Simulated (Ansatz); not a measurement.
# MgH20Br4N4O4: which shell does photoemission see at 21.2 and 150 eV? (PBEsol)

The valence band of MgH20Br4N4O4 mixes several shells. Work out by hand which one leads the spectrum's area at each photon energy.

Filled states come from the projected DOS of Ansatz 0.2.0 (PBEsol, plane waves); cross sections σ and asymmetry parameters β are those of free atoms in a Dirac–Hartree–Slater calculation. A shell's area is states × σ × angular factor, which is 1 − β·P₂(cos θ)/2 for unpolarised light, with θ = 60° from the beam and P₂ = -0.125.

**At 21.2 eV** (states counted from 11.2 eV below the zero; other shells add 0.081 to the products' sum of 208):

| shell | filled states a cell | cross section (Mb an electron) | β | angular factor | product | share by hand (%) | share in the simulated spectrum (%) |
| --- | --- | --- | --- | --- | --- | --- | --- |
| Br 4s | 0.18 | 0 | 0.00 | 1.00 | 0 | 0 | 0 |
| Br 4p | 22.70 | 3.16 | 1.76 | 1.11 | 79.7 | 38 | 38 |
| H 1s | 8.52 | 1.88 | 2.00 | 1.12 | 18 | 9 | 9 |
| N 2p | 16.13 | 3.08 | 1.11 | 1.07 | 53.2 | 26 | 25 |
| O 2p | 20.05 | 2.73 | 0.81 | 1.05 | 57.4 | 28 | 28 |

**At 150 eV** (states counted from 21.3 eV below the zero; other shells add 1.8 to the products' sum of 6.05):

| shell | filled states a cell | cross section (Mb an electron) | β | angular factor | product | share by hand (%) | share in the simulated spectrum (%) |
| --- | --- | --- | --- | --- | --- | --- | --- |
| Br 4s | 7.75 | 0.0457 | 2.00 | 1.12 | 0.399 | 7 | 7 |
| Br 4p | 22.71 | 0.0256 | 0.93 | 1.06 | 0.615 | 10 | 10 |
| H 1s | 13.19 | 0.00547 | 2.00 | 1.12 | 0.0811 | 1 | 1 |
| N 2p | 16.69 | 0.0534 | 1.40 | 1.09 | 0.969 | 16 | 16 |
| O 2p | 20.27 | 0.0983 | 1.46 | 1.09 | 2.17 | 36 | 36 |

Br 4p leads at 21.2 eV and O 2p at 150 eV. Between the two energies σ of Br 4p changes by a factor 0.0081 and that of O 2p by 0.036, so their ratio moves 4.5-fold in favour of the second. The simulated spectrum uses the same rule on the energy-resolved DOS, so the two share columns agree within a few points.

Only crystals where the two columns agree within 4 points and the lead is clear are worked in this form. Free-atom cross sections ignore the solid's final states, no escape depth or background enters, and the count of states a shell hangs on the projection.
